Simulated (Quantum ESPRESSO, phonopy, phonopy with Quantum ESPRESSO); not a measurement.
# Al (Fm-3m): a volume series of phonon spectra, part 2 of 2

Wanted: mode Grüneisen parameters of Al and a free-energy fit over volumes.

What experiment has found for this phase:
- volume expansion coefficient 69 1e-6/K and heat capacity C_P per formula unit 24.2 J/mol/K near room temperature (given in “High-Throughput Prediction of Finite-Temperature Properties using the Quasi-Harmonic Approximation”, 2016, arXiv:1603.06924)

Quantum ESPRESSO 7.5; DFT PBEsol, scalar-relativistic, plane waves, PseudoDojo norm-conserving pseudopotentials.

So far. Step 15 (Phonons, V/V0 1.03): The time given is that of the one pw.x run on a displaced cell behind this step. Step 16 (Self-consistent run, V/V0 0.97): The run ends at a pressure of 2.71 GPa.

## Step 18: Lattice dynamics at this volume, V/V0 0.97

This step: DFT PBEsol, scalar-relativistic, plane waves, PseudoDojo norm-conserving pseudopotentials (phonopy with Quantum ESPRESSO 4.10.0 / 7.5).

Elapsed: 1.9 min, on 8 threads of Arm Neoverse V2, shared host; 15 min of CPU time.

No mode is imaginary beyond numerical noise along the path.

The time given is that of the one pw.x run on a displaced cell behind this step.

## Step 19: Ground state at this cell, V/V0 1.05

This step: DFT PBEsol, scalar-relativistic, plane waves, PseudoDojo norm-conserving pseudopotentials (Quantum ESPRESSO 7.5).

System of this step: Al. Symmetry: Fm-3m, No. 225, cubic system. The conventional cell has a = 4.078 Å, b = 4.078 Å, c = 4.078 Å, α = 90.00°, β = 90.00°, γ = 90.00°. Al has 12 Al at 2.88 Å nearest.

The input, scf.in:

```
&CONTROL
  calculation = 'scf'
  prefix      = 'x'
  outdir      = './tmp'
  pseudo_dir  = './pseudo'
  tprnfor     = .true.
  tstress     = .true.
/
&SYSTEM
  ibrav       = 0
  nat         = 1
  ntyp        = 1
  ecutwfc     = 40.0
  occupations = 'smearing'
  smearing    = 'mv'
  degauss     = 0.02
/
&ELECTRONS
  conv_thr         = 1.0d-12
  mixing_beta      = 0.7
  electron_maxstep = 100
/
ATOMIC_SPECIES
 Al     26.9815  Al.upf
CELL_PARAMETERS angstrom
     0.000000000    2.039135509    2.039135509
     2.039135509    0.000000000    2.039135509
     2.039135509    2.039135509    0.000000000
ATOMIC_POSITIONS crystal
 Al     0.000000000   0.000000000   0.000000000
K_POINTS automatic
 16 16 16 0 0 0
```

The run is started by

```bash
> OMP_NUM_THREADS=1 mpirun -n 8 pw.x -nk 8 -in scf.in > scf.out
```

Wall time 1.4 s (8 MPI ranks); 10 s of CPU time.

The run ends at a pressure of -3.63 GPa.

## Step 20: Forces on a displaced cell

System of this step: Al. It takes space group Imm2 (No. 44, orthorhombic). The conventional cell has a = 8.651 Å, b = 12.235 Å, c = 8.651 Å, α = 90.00°, β = 90.00°, γ = 90.00°. Nearest to Al lie 12 Al at 2.86 to 2.90 Å. Nearest to Al lie 12 Al at 2.86 to 2.88 Å. Nearest to Al lie 12 Al at 2.88 to 2.90 Å. Nearest to Al lie 12 Al at 2.87 to 2.88 Å. Nearest to Al lie 12 Al at 2.88 Å. Nearest to Al lie 12 Al at 2.88 to 2.89 Å.

The input, disp-00001.in:

```
&CONTROL
  calculation = 'scf'
  prefix      = 'x'
  outdir      = './tmp'
  pseudo_dir  = './pseudo'
  tprnfor     = .true.
  disk_io     = 'none'
/
&SYSTEM
  ibrav       = 0
  nat         = 27
  ntyp        = 1
  ecutwfc     = 40.0
  occupations = 'smearing'
  smearing    = 'mv'
  degauss     = 0.02
/
&ELECTRONS
  conv_thr         = 1.0d-11
  mixing_beta      = 0.7
  electron_maxstep = 100
/
ATOMIC_SPECIES
 Al     26.9815  Al.upf
CELL_PARAMETERS angstrom
     0.000000000    6.117406526    6.117406526
     6.117406526    0.000000000    6.117406526
     6.117406526    6.117406526    0.000000000
ATOMIC_POSITIONS crystal
 Al     0.002311786   0.000000000   0.000000000
 Al     0.333333333   0.000000000   0.000000000
 Al     0.666666667   0.000000000   0.000000000
 Al     0.000000000   0.333333333   0.000000000
 Al     0.333333333   0.333333333   0.000000000
 Al     0.666666667   0.333333333   0.000000000
 Al     0.000000000   0.666666667   0.000000000
 Al     0.333333333   0.666666667   0.000000000
[... 15 atom lines left out ...]
 Al     0.666666667   0.333333333   0.666666667
 Al     0.000000000   0.666666667   0.666666667
 Al     0.333333333   0.666666667   0.666666667
 Al     0.666666667   0.666666667   0.666666667
K_POINTS automatic
 5 5 5 0 0 0
```

The run is started by

```bash
> OMP_NUM_THREADS=1 mpirun -n 8 pw.x -nk 8 -in disp-00001.in > disp-00001.out
```

The job ended after 3.3 min (8 MPI ranks; 27 min of CPU time).

## Step 21: Lattice dynamics at this volume, V/V0 1.05

This step: DFT PBEsol, scalar-relativistic, plane waves, PseudoDojo norm-conserving pseudopotentials (phonopy with Quantum ESPRESSO 4.10.0 / 7.5).

Elapsed: 3.3 min, on 8 threads; 27 min of CPU time.

Phonopy, no LO-TO term. The phonon branches at the labelled points (cm⁻¹):

```tsv
point	branch 1	branch 2	branch 3
Γ	0	0	0
halfway	125	125	219
X	180	180	294
halfway	180	198	288
U	176	235	270
jump to K	176	235	270
halfway	112	151	233
Γ	0	0	0
halfway	98	98	215
L	146	146	308
halfway	166	204	286
W	200	249	249
halfway	190	204	282
X	180	180	294
```

No mode is imaginary beyond numerical noise along the path.

The time given is that of the one pw.x run on a displaced cell behind this step.

## Step 22: How the modes move with volume

This step: DFT PBEsol, scalar-relativistic, plane waves, PseudoDojo norm-conserving pseudopotentials (phonopy 4.10.0).

Numbers from this step:

```yaml
share_of_modes_with_a_negative_grueneisen_parameter: 0
```

Mean Grüneisen, by row:

```tsv
T (K)	heat-capacity-weighted mean	root mean square
50	2.145	2.152
100	2.086	2.092
200	2.063	2.068
300	2.058	2.063
500	2.055	2.06
800	2.054	2.059
```

The mean mode Grueneisen parameter by wavenumber:

```tsv
wavenumber (cm⁻¹)	mean mode Grueneisen parameter
6	-
17	-
28	2.48
39	2.39
51	2.39
62	2.34
73	2.37
84	2.31
96	2.26
107	2.25
118	2.24
130	2.13
141	2.13
152	2.08
163	2.04
175	2.06
186	2.1
197	2.12
208	2.11
220	2.09
231	2.03
242	2.01
253	2.01
265	1.98
276	1.95
287	1.95
298	1.95
310	1.95
321	1.93
332	1.88
```

Volume series, by row:

```tsv
V/V0	V (Å³/atom)	pressure (GPa)	E - E0 (meV/atom)	gap (eV)	zero-point energy (meV/atom)	lowest on the path (cm⁻¹)	highest at Gamma without the LO-TO term (cm⁻¹)
0.97	15.67	2.714	4.027	0	42.86	0	-
0.985	15.91	1.3	0.987	0	41.59	0	-
1	16.15	-0.001	0	0	40.35	0	-
1.015	16.39	-1.198	0.904	0	39.13	0	-
1.03	16.63	-2.299	3.548	0	37.93	0	-
1.05	16.96	-3.63	9.535	0	36.36	0	-
```

Grüneisen at points, by row:

```tsv
point	branch	frequency (cm⁻¹)	mode Grüneisen parameter
X	1	203.9	2.38
X	3	326.5	2.02
U	1	195.9	2.14
U	2	261.3	2.05
U	3	299.1	1.99
K	1	195.9	2.14
K	2	261.3	2.05
K	3	299.1	1.99
L	1	160.3	1.85
L	3	338.7	1.87
W	1	222.6	2.04
W	2	275.4	2.01
```

## Step 23: Free-energy fit

Numbers from this step:

* volume expansion coefficient at 300 K: 67.33 1e-6/K
* isothermal bulk modulus at 300 K: 73.45 GPa
* C_P at 300 K: 23.86 J/mol-atom/K
* Grüneisen parameter at 300 K: 2.152

Energy (each curve on its own zero) against volume; values in meV/atom:

```tsv
volume (Å³/atom)	static	F at 0 K	F at 300 K	F at 950 K
15.666	4.03	7.18	10.7	23.6
15.908	0.99	2.87	5.09	13.0
16.150	0	0.65	1.5	4.44
16.392	0.9	0.33	-0.22	-2.35
16.635	3.55	1.78	-0.24	-7.52
16.958	9.54	6.19	2.15	-12.2
```

Phonopy-qha, vinet fit of F(V) at each temperature; no electronic free energy. Qha vinet, by row:

```tsv
T (K)	fitted volume (Å³/atom)	alpha_V (1e-6/K)	B_T (GPa)	C_P (J/mol-atom/K)	Grueneisen
75	16.32	22.38	80	8.166	2.12
100	16.33	33.52	79.5	12.44	2.103
125	16.35	42.22	78.89	15.69	2.106
150	16.37	48.72	78.21	18.03	2.112
175	16.39	53.62	77.49	19.74	2.118
200	16.41	57.43	76.73	21.01	2.124
225	16.44	60.5	75.94	21.98	2.131
250	16.46	63.08	75.13	22.73	2.138
275	16.49	65.32	74.3	23.35	2.145
300	16.51	67.33	73.45	23.86	2.152
325	16.54	69.18	72.58	24.29	2.161
350	16.57	70.93	71.69	24.67	2.169
375	16.6	72.62	70.79	25.01	2.178
400	16.63	74.28	69.86	25.32	2.187
425	16.66	75.93	68.92	25.61	2.197
450	16.7	77.58	67.96	25.88	2.207
475	16.73	79.26	66.99	26.14	2.218
500	16.76	80.98	65.99	26.39	2.229
```

Table of volume expansion coefficient, phonopy-qha, Vinet by temperature:

```tsv
temperature (K)	volume expansion coefficient, phonopy-qha, Vinet (1e-6/K)
75	22.4
100	33.5
125	42.2
150	48.7
175	53.6
200	57.4
225	60.5
250	63.1
275	65.3
300	67.3
325	69.2
350	70.9
375	72.6
400	74.3
425	75.9
450	77.6
475	79.3
500	81.0
```

The fit gives a volume expansion of 67.3 × 10⁻⁶/K at 300 K.

## Step 24: Summary of results

```
volume expansion coefficient at 300 K  : 67.33 1e-6/K
isothermal bulk modulus at 300 K       : 73.45 GPa
C_P at 300 K                           : 23.86 J/mol-atom/K
Grüneisen parameter at 300 K           : 2.152
mean mode Grüneisen parameter at 300 K : 2.06
```

Near room temperature Al expands by 67.3 × 10⁻⁶/K in volume by PBEsol, with C_P = 23.9 J/(mol K) per mole of atoms and B_T = 73.5 GPa. The q-mesh is coarse, and the expansion can converge slowly with it. The table stops at 500 K because beyond it the fitted volume comes within 1 % of the largest computed cell, where the fit loses its support. C_P at room temperature is 96 % of the classical 3R an atom. A measured volume expansion coefficient near room temperature is 69 1e-6/K (arXiv:1603.06924); the calculated 67.3 1e-6/K differs by -2 %. A measured heat capacity per formula unit near room temperature is 24.2 J/mol/K (arXiv:1603.06924); the calculated 23.9 J/mol/K differs by -1 %. The fit leaves out the electrons' free energy, which adds to C_P and to the expansion of a metal at high temperature. The heat-capacity-weighted Grüneisen parameter goes from 2.15 at 50 K to 2.05 at 800 K. Weighting γ by the density of states and each mode's heat capacity at 300 K, modes below 110 cm⁻¹ give about 6 % of the sum of γC that drives the expansion, those up to 230 cm⁻¹ 59 % and the rest 36 %. Among the labelled points γ is largest for branch 1 at X (204 cm⁻¹, 2.4) and smallest for branch 1 at L (160 cm⁻¹, 1.9). The supercell is small: only its own wavevectors are exact, and branches between them are interpolated and can be misplaced.

[Logs are printed without paths, hosts, clocks, repeated set-up lines and the standing remarks that a program may print on its own settings, such as how far it seeks lower states.]

[Hosts, paths, dates, database ids (printed as entryN), source tags and the programs' standing remarks are cut or masked in the printed files.]

[A step with changed settings may run another functional than the one named; its input shows which.]

[Of the runs on displaced cells, only some may be shown.]
